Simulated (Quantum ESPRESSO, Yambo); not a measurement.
# BiOCl (P4/nmm): G0W0 with Yambo, start to end, part 3 of 3

Aim: the G0W0 gap of BiOCl (P4/nmm) on PBEsol, step by step.

Quantum ESPRESSO 7.5 and Yambo 5.3.0; PBEsol and many-body steps on it, plane waves. Known limits of the many-body steps: not at the basis limit; no spin-orbit coupling; coarse k mesh.

So far. Step 3 (Bands along the symmetry lines): The gap is 2.547 eV, −0.046 eV from the run before at this level. Step 4 (Empty states on the mesh, 4×4×2 mesh, 367 bands): On this mesh the gap is 2.627 eV. The earlier step found 2.593 eV, so this mesh misses an edge.

## (5) Conversion and set-up

This step: Yambo 5.3.0; conversion and set-up on PBEsol, plane waves, norm-conserving pseudopotentials.

The states are converted to the many-body program's format and the q mesh is built.

Launch:

```
$ (cd o/x.save; p2y > p2y.log; mv SAVE ../..); yambo > setup.log
```

The log of the run:

```text
 Yambo, version 5.3.0

 [02] CORE Variables Setup
 =========================

  [02.01] Unit cells
  ==================

  Cell kind             :  Unknown
  Atoms in the cell     :  Bi  Cl  O
  number of Bi atoms    :  2
  number of Cl atoms    :  2
  number of O  atoms    :  2

  List of atomic masses
  Mass of Bi    :  208.9800
  Mass of Cl    :  35.45000
  Mass of O     :  15.99900

  List of atomic coordinates    : [cc]
  Bi1       :  3.671275  0.000000  4.569513  order 1
  Bi2       :  0.000000  3.671275  9.317895  order 2
  Cl1       :  0.000000  3.671275  2.044227  order 3
  Cl2       :   3.67127   0.00000  11.84318  order 4
  O1       :  0.000000  0.000000  6.943704  order 5
  O2       :  3.671275  3.671275  6.943704  order 6

  Alat factors          :   7.34255   7.34255  13.88741 [a.u.]
  Direct lattice volume :  748.7124 [a.u.]
  Direct lattice vectors:  A[ 1 ]  A[ 2 ]  A[ 3 ]
   A[ 1 ]:  1.000000  0.000000  0.000000  [iru]
   7.342550  0.000000  0.000000  [cc]
   A[ 2 ]:  0.000000  1.000000  0.000000  [iru]
   0.000000  7.342550  0.000000  [cc]
   A[ 3 ]:  0.000000  0.000000  1.000000  [iru]
    0.00000   0.00000  13.88741  [cc]

  Recip. lattice volume :  0.331302 [a.u.]
  Recip. lattice vectors:  B[ 1 ]  B[ 2 ]  B[ 3 ]
   B[ 1 ]:  1.000000  0.000000  0.000000  [iku]
   0.855723  0.000000  0.000000  [cc]
   B[ 2 ]:  0.000000  1.000000  0.000000  [iku]
   0.000000  0.855723  0.000000  [cc]
   B[ 3 ]:  0.000000  0.000000  1.000000  [iku]
   0.000000  0.000000  0.452438  [cc]

  [02.02] Symmetries
  ==================

  Inversion symmetry    : yes
  Spatial inversion     : no
  Inversion index       :   9
  K-space Time-reversal : yes
  Magnetic symmetries   : no
  Time-reversal derived K-space symmetries:   9  16
  Group table correct   : yes
  Symmetries units      :  [cc]

   [S  1]:  1.000000  0.000000  0.000000  0.000000  1.000000  0.000000  0.000000  0.000000  1.000000
   [S  2]: -1.000000  0.000000  0.000000  0.000000 -1.000000  0.000000  0.000000  0.000000  1.000000
   [S  3]:  0.000000  1.000000  0.000000  1.000000  0.000000  0.000000  0.000000  0.000000 -1.000000
[...]
[S  7]:  0.000000  1.000000  0.000000 -1.000000  0.000000  0.000000  0.000000  0.000000 -1.000000
   [S  8]:  0.000000 -1.000000  0.000000  1.000000  0.000000  0.000000  0.000000  0.000000 -1.000000
   [S* 9]: -1.000000 -0.000000 -0.000000 -0.000000 -1.000000 -0.000000 -0.000000 -0.000000 -1.000000
   [S*10]:  1.000000 -0.000000 -0.000000 -0.000000  1.000000 -0.000000 -0.000000 -0.000000 -1.000000
     [... 4 further rows ...]
   [S*15]: -0.000000 -1.000000 -0.000000  1.000000 -0.000000 -0.000000 -0.000000 -0.000000  1.000000
   [S*16]: -0.000000  1.000000 -0.000000 -1.000000 -0.000000 -0.000000 -0.000000 -0.000000  1.000000

  [02.03] Reciprocal space
  ========================

  nG shells         :   4027
  nG charge         :   67045
[...]
WF components:   8374
  K [ 3]         [rlu]:  0.000000  0.250000  0.000000
         WF components:   8344
[...]
K [ 8]         [rlu]:  0.250000  0.250000 -0.500000
[...]
K [ 9]         [rlu]:  0.250000 -0.500000  0.000000
[...]
K [10]         [rlu]:  0.250000 -0.500000 -0.500000
[...]
K [11]         [rlu]: -0.500000 -0.500000  0.000000
         WF components:   8444
  K [12]         [rlu]: -0.500000 -0.500000 -0.500000
         WF components:   8400

  [02.05] Energies & Occupations
  ==============================

  [X] === General ===
  [X] Electronic Temperature                        :  0.000000  0.000000 [eV K]
  [X] Bosonic    Temperature                        :  0.000000  0.000000 [eV K]
  [X] Finite Temperature mode                       : no
  [X] El. density                                   :  0.64895E+24 [cm-3]
  [X] Fermi Level                                   :  8.891356 [eV]

  [X] === Gaps and Widths ===
  [X] Conduction Band Min                           :  2.626958 [eV]
  [X] Valence Band Max                              :  0.000000 [eV]
  [X] Filled Bands                                  :   36
  [X] Empty Bands                                   :    37   367
  [X] Direct Gap                                    :  2.930673 [eV]
  [X] Direct Gap localized at k                     :  2
  [X] Indirect Gap                                  :  2.626958 [eV]
  [X] Indirect Gap between kpts                     :   6   2
  [X] Last valence band width                       :  0.695910 [eV]
  [X] 1st conduction band width                     :  2.003322 [eV]

  E @ K [ 1]:  [eV]
  -152.2132 -152.2131  -90.2470  -90.2467  -90.2405  -90.2405  -90.2403  -90.2403
[...]
occ @ K [ 1]
[...]
E @ K [ 2]:  [eV]
[...]
occ @ K [ 2]
[...]
E @ K [ 3]:  [eV]
[...]
occ @ K [ 3]
[...]
E @ K [ 8]:  [eV]
[...]
occ @ K [ 8]
[...]
E @ K [ 9]:  [eV]
[...]
occ @ K [ 9]
[...]
E @ K [10]:  [eV]
[...]
occ @ K [10]
[...]
E @ K [11]:  [eV]
[...]
occ @ K [11]
[...]
E @ K [12]:  [eV]
[...]
occ @ K [12]
[...]
0.000000  0.000000  0.000000  0.000000  0.000000  0.000000  0.000000  0.000000
   0.000000  0.000000  0.000000  0.000000  0.000000  0.000000  0.000000  0.000000

 [03] Transferred momenta grid and indexing
 ==========================================

 IBZ Q-points                                      :  12
 BZ  Q-points                                      :   32

 K/Q-points units:
 rlu = crystal or reduced units; cc = cartesian coordinates; iku = interal k-units

 Q [ 1]         [rlu]:  0.000000  0.000000  0.000000
 Q [ 2]         [rlu]:  0.000000  0.000000 -0.500000
 Q [ 3]         [rlu]:  0.000000  0.250000  0.000000
[...]
Q [ 8]         [rlu]:  0.250000  0.250000 -0.500000
 Q [ 9]         [rlu]:  0.250000 -0.500000  0.000000
 Q [10]         [rlu]:  0.250000 -0.500000 -0.500000
 Q [11]         [rlu]: -0.500000 -0.500000  0.000000
 Q [12]         [rlu]: -0.500000 -0.500000 -0.500000

  [03.01] X indexes
  =================

   [03.01.01] Sigma indexes
   ========================

 [06] Game Over & Game summary
```

Elapsed: 3.1 s, on 1 MPI rank of Arm Neoverse V2, shared host; peak memory 0.25 GiB.

## (6) Screening and self-energy, 4×4×2 mesh, 171 bands, screening to 122.5 eV

G0W0 replaces the xc potential by the self-energy, built once from these orbitals. Only a window of levels is corrected, while the sums run over the empty bands that the input names.

This step: G0W0 on PBEsol, plane waves, norm-conserving pseudopotentials.

gw2.in

```
HF_and_locXC
gw0
dyson
ppa
em1d
rim_cut
RandQpts= 1000000
RandGvec= 1 RL
EXXRLvcs= 76 Ry
VXCRLvcs= 304 Ry
Chimod= "HARTREE"
% BndsRnXp
 1 | 171 |
%
NGsBlkXp= 9 Ry
% LongDrXp
 1 | 1 | 1 |
%
% GbndRnge
 1 | 171 |
%
DysSolver= "n"
ExtendOut
PPAPntXp= 27.21138 eV
% QPkrange
 6 | 6 | 35 | 38 |
 2 | 2 | 35 | 38 |
 1 | 1 | 35 | 38 |
%
```

Launch:

```
$ OMP_NUM_THREADS=1 mpirun -n 4 yambo -F gw2.in -J gw2 -C gw2 > gw2.log
```

The log of the run:

```text
 Yambo, version 5.3.0

 [02] CORE Variables Setup
 =========================

  [... cell, symmetries and grids as in the set-up ...]

  [02.05] Energies & Occupations
  ==============================

  [X] === General ===
  [X] Electronic Temperature                        :  0.000000  0.000000 [eV K]
  [X] Bosonic    Temperature                        :  0.000000  0.000000 [eV K]
  [X] Finite Temperature mode                       : no
  [X] El. density                                   :  0.64895E+24 [cm-3]
  [X] Fermi Level                                   :  8.891356 [eV]

  [X] === Gaps and Widths ===
  [X] Conduction Band Min                           :  2.626958 [eV]
  [X] Valence Band Max                              :  0.000000 [eV]
  [X] Filled Bands                                  :   36
  [X] Empty Bands                                   :    37   367
  [X] Direct Gap                                    :  2.930673 [eV]
  [X] Direct Gap localized at k                     :  2
  [X] Indirect Gap                                  :  2.626958 [eV]
  [X] Indirect Gap between kpts                     :   6   2
  [X] Last valence band width                       :  0.695910 [eV]
  [X] 1st conduction band width                     :  2.003322 [eV]

 [03] Transferred momenta grid and indexing
 ==========================================

 IBZ Q-points                                      :  12
 BZ  Q-points                                      :   32

 K/Q-points units:
 rlu = crystal or reduced units; cc = cartesian coordinates; iku = interal k-units

 Q [ 1]         [rlu]:  0.000000  0.000000  0.000000
 Q [ 2]         [rlu]:  0.000000  0.000000 -0.500000
 Q [ 3]         [rlu]:  0.000000  0.250000  0.000000
 Q [ 4]         [rlu]:  0.000000  0.250000 -0.500000
 Q [ 5]         [rlu]:  0.000000 -0.500000  0.000000
 Q [ 6]         [rlu]:  0.000000 -0.500000 -0.500000
 Q [ 7]         [rlu]:  0.250000  0.250000  0.000000
 Q [ 8]         [rlu]:  0.250000  0.250000 -0.500000
 Q [ 9]         [rlu]:  0.250000 -0.500000  0.000000
 Q [10]         [rlu]:  0.250000 -0.500000 -0.500000
 Q [11]         [rlu]: -0.500000 -0.500000  0.000000
 Q [12]         [rlu]: -0.500000 -0.500000 -0.500000

 [04] Coloumb potential Random Integration (RIM)
 ===============================================

  [04.01] RIM initialization
  ==========================

  * Diagonal components only detected *

  8 x (sBL volume)        :  0.082826 [a.u.]
  sBZ random points       :  1000000
  Points outside the sBZ  :   7992674
  RL volume               :  0.331302 [a.u.]
  Integrated volume       :  0.331606 [a.u.]

  [04.02] RIM integrals
  =====================

  Gamma point sphere radius             :  0.079069 [a.u.]
  Points outside the sphere             :   799840
  [Int_sBZ(q=0) 1/q^2]*(Vol_sBZ)^(-1/3) =:  7.675753
                                 should be <:  7.795600

  Summary of Coulomb integrals for non-metallic bands |Q|[au] RIM/Bare

  Q [1] 0.100000E-4 0.984626 * Q [3] 0.213931 1.039573
  Q [2] 0.226219 1.071722 * Q [7] 0.302544 1.044481
  Q [4] 0.311354 1.052616 * Q [8] 0.377767 1.036265
  Q [5] 0.427861 1.016490 * Q [9] 0.478363 1.015688
  Q [6] 0.483984 1.017078 * Q [10] 0.529156 1.015087
  Q [11] 0.605087 1.009990 * Q [12] 0.645992 1.009529

 [WARNING] [Xp] User bands 1-171 break level degeneracy

 [05] Dipoles
 ============

  [05.01] Setup: observables and procedures
  =========================================

  [WARNING] [x,Vnl] slows the Dipoles computation. To neglect it rename the ns.kb_pp file

 [06] Dynamic Dielectric Matrix (PPA)
 ====================================

 [WR./gw2//ndb.pp]---------------------------------------------------------------
  Brillouin Zone Q/K grids (IBZ/BZ)                :   12   32   12   32
  RL vectors                                       :  10253 [WF]
  Coulomb cutoff potential                         : none
  Electronic Temperature                           :  0.000000 [K]
  Bosonic    Temperature                           :  0.000000 [K]
  PPA    diel. fun.  energies                      : Perdew, Burke & Ernzerhof SOL(X)+Perdew, Burke & Ernzerhof SOL(C)
  wavefunctions                                    : Perdew, Burke & Ernzerhof SOL(X)+Perdew, Burke & Ernzerhof SOL(C)
  Global Gauge                                     : length
  X matrix size                                    :   353
  X band range                                     :    1  171
  X e/h energy range                               : -1.000000 -1.000000 [eV]
  X Time ordering                                  : R
  X Hxc Kernel                                     : HARTREE
  X Drude frequency                                :  0.000000  0.000000
  X poles                                          :  100.0000 [o/o]
  RL vectors in the sum                            :  10253
  [r,Vnl] included                                 : yes
  Field direction                                  :  0.577350E-5  0.577350E-5  0.577350E-5
  BZ energy Double Grid                            : no
  BZ energy DbGd points                            : 0
  BZ Q point size factor                           : -1.000000
  X Optical Averaged directions                    : none

 [07] Local Exchange-Correlation + Non-Local Fock
 ================================================

 [VXC] Plane waves :   67045
 [EXS] Plane waves :   8371

 QP @ state[ 1 ] K range:  1  2
 QP @ state[ 1 ] b range:   35   38
 QP @ state[ 2 ] K range:   6   6
 QP @ state[ 2 ] b range:   35   38

 [xc] Functional : Perdew, Burke & Ernzerhof SOL(X)+Perdew, Burke & Ernzerhof SOL(C)
 [xc] LIBXC used to calculate xc functional
  PP Number of Atomic Species                      :  3
  NLCC RL compoments                               :   67045
  PP Number of Atomic Species                      :  3
  NLCC RL compoments                               :   67045

 [xc] E_xc :  -46.39211 [Ha]
      E_xc :  -92.78422 [Ry]

  Local XC kind (lXC) : Perdew, Burke & Ernzerhof SOL(X)+Perdew, Burke & Ernzerhof SOL(C)
  Non-Local XC kind (nlXC) : Hartree-Fock

  Corrections @ K [1] :  [eV]
 <35|nlXC|35> = -19.10003 -0.10278E-18 <35|lXC|35> = -15.05437  0.000000
 <36|nlXC|36> = -20.13188  0.47220E-17 <36|lXC|36> = -16.68752  0.37763E-15
 <37|nlXC|37> = -9.173246  0.38753E-18 <37|lXC|37> = -13.26145 -0.18882E-15
 <38|nlXC|38> = -9.134429  0.83239E-18 <38|lXC|38> = -13.21543  0.000000

  Corrections @ K [2] :  [eV]
 <35|nlXC|35> = -22.10227 -0.14217E-16 <35|lXC|35> = -18.15270  0.94408E-16
 <36|nlXC|36> = -18.55190 -0.18828E-16 <36|lXC|36> = -14.79486 -0.94408E-16
 <37|nlXC|37> = -8.538923 -0.82438E-18 <37|lXC|37> = -12.44053  0.47204E-16
 <38|nlXC|38> = -7.927857 -0.17404E-17 <38|lXC|38> = -12.20911 -0.94408E-16

  Corrections @ K [6] :  [eV]
 <35|nlXC|35> = -19.65600 -0.30090E-17 <35|lXC|35> = -16.34248 -0.76707E-16
 <36|nlXC|36> = -19.65600  0.27951E-17 <36|lXC|36> = -16.34248 -0.47204E-16
 <37|nlXC|37> = -9.315916  0.12012E-17 <37|lXC|37> = -13.49397  0.47204E-16
 <38|nlXC|38> = -9.315919  0.63180E-18 <38|lXC|38> = -13.49397 -0.18882E-15

 [08] Dyson equation: Newton solver
 ==================================

  [08.01] G0W0 (W PPA)
  ====================

  [  GW  ] Bands range     :    1  171
  [GW/PPA] G damping       :  0.100000 [eV]

  QP @ state[ 1 ] K range:  1  2
  QP @ state[ 1 ] b range:   35   38
  QP @ state[ 2 ] K range:   6   6
  QP @ state[ 2 ] b range:   35   38

   Sc/G bands                                       :    1  171
   Sc/G damping                                     :  0.100000 ev
   Sc bands terminator                              : no
   Sx RL components                                 :   8371

   QP @ state[ 1 ] K range                          :  1  2
   QP @ state[ 1 ] b range                          :   35   38
   QP @ state[ 2 ] K range                          :   6   6
   QP @ state[ 2 ] b range                          :   35   38
   GF energies kind                                 : Perdew, Burke & Ernzerhof SOL(X)+Perdew, Burke & Ernzerhof SOL(C)
   GF WF`s kind                                     : Perdew, Burke & Ernzerhof SOL(X)+Perdew, Burke & Ernzerhof SOL(C)
   Xs energies kind                                 : Perdew, Burke & Ernzerhof SOL(X)+Perdew, Burke & Ernzerhof SOL(C)
   Xs WF`s kind                                     : Perdew, Burke & Ernzerhof SOL(X)+Perdew, Burke & Ernzerhof SOL(C)

 [11] Game Over & Game summary
```

The job ended after 6.3 min (4 MPI ranks; peak memory 3.4 GiB).

This step gave:

| Item | Value |
| --- | --- |
| G0W0 gap on the points computed | 3.755 eV |
| starting gap on the mesh | 2.627 eV |
| k of the valence top | 0, -0.5, -0.5 |
| k of the conduction bottom | 0, 0, -0.5 |
| least direct G0W0 gap on the computed points | 3.771 eV |
| Z at the valence top | 0.7934 |
| Z at the conduction bottom | 0.8335 |

The gap on the mesh goes from 2.63 eV to 3.75 eV, a correction of +1.13 eV. The start differs from the 2.59 eV found before because the two sample other k points.

Limits: finite bands, cutoff and mesh; no spin-orbit coupling; coarse k mesh. v1 is the top filled band, c1 the lowest empty one. The levels before and after the correction (eV, zero at the valence-band top of each column):

```tsv
	conduction bottom	valence top
Kohn-Sham	2.63	0.00
G0W0	3.75	0.00
```

```tsv
	level	energy (eV)
Kohn-Sham	(0 0 -0.5) v2	-0.309
Kohn-Sham	(0 0 -0.5) v1	-0.304
Kohn-Sham	(0 0 -0.5) c1	2.627
Kohn-Sham	(0 0 -0.5) c2	3.010
Kohn-Sham	(0 -0.5 -0.5) v2-v1	0.000
Kohn-Sham	(0 -0.5 -0.5) c1-c2	4.427
G0W0	(0 0 -0.5) v2	-0.016
G0W0	(0 0 -0.5) v1	-0.701
G0W0	(0 0 -0.5) c1	3.755
G0W0	(0 0 -0.5) c2	4.240
G0W0	(0 -0.5 -0.5) v2-v1	0.000
G0W0	(0 -0.5 -0.5) c1-c2	5.721
```

## (7) Where the time went

Times are wall times on the hardware named with each run, good to a factor of about two.

```tsv
step	time	share	memory (GiB)
ground state	56 s	9 %	0.61
bands along the symmetry lines	27 s	4 %	0.43
empty states on the mesh	2.5 min	24 %	1.3
conversion and set-up	3.1 s	1 %	0.25
screening and self-energy	6.3 min	62 %	3.4
```

## (8) Summary of results

| Property | Result |
| --- | --- |
| PBEsol gap | 2.55 eV, indirect |
| G0W0 gap on the mesh | 3.75 eV |
| G0W0 gap over the zone (rigid shift) | 3.68 eV |
| GW settings | 4×4×2 mesh, 171 bands, screening to 122.5 eV, Godby-Needs plasmon pole |
| known limits | not at the basis limit; no spin-orbit coupling; coarse k mesh |

**Reading.** G0W0 moves the gap on the mesh from 2.63 eV to 3.75 eV (+1.13 eV), with Z of 0.79 and 0.83 at the edges. The mesh misses the band edges by 0.08 eV in all; a rigid shift gives 3.68 eV for the zone. Only 3 of the mesh's irreducible points were corrected, so a valley elsewhere could overtake. The dearest step here is «screening and self-energy». Against experiment, by G0W0@PBEsol: the gap of 3.68 eV lies +0.24 eV from the measured 3.44 eV (optical, 2022); the gap of 3.68 eV lies +0.32 eV from the measured 3.36 eV (optical, 2021). An exciton line or allowed optical edge lies below the quasiparticle gap by the binding energy; a forbidden edge can push the onset above it. The calculation has static nuclei and no excitons; a measured gap holds zero-point and thermal motion, which mostly lowers it. With atoms this heavy the missing spin-orbit coupling can matter too. Bands and cutoff are finite, so the gap is not at the basis limit. The miss can reach some tenths of an eV and take either sign; the mesh is an error of its own. In the G0W0 run levels were corrected at 3 k points alone, so a gap called «on the mesh» is the least over those, and an edge elsewhere would be missed. A denser mesh or path gives a starting gap of 2.55 eV: the GW mesh misses a band edge, so its gaps are not the fundamental one. The 4×4×2 mesh is coarse for this cell, which bears on the long-range parts of exchange and screening. Where an edge is built on 6p states of lead, bismuth or thallium, scalar-relativistic gaps usually stand too wide, by a few tenths to over one eV.

[Paths, hosts, dates, memory and timing lines, banners, echoed tables and standing remarks are left out of the program output.]

[Logs are printed without paths, hosts, clocks, repeated set-up lines and the standing remarks that a program may print on its own settings, such as how far it seeks lower states.]

[Runs of the session that timed out or met a known fault of the program may be left out.]

[Hosts, paths, dates, database ids (printed as entryN), source tags and the programs' standing remarks are cut or masked in the printed files.]
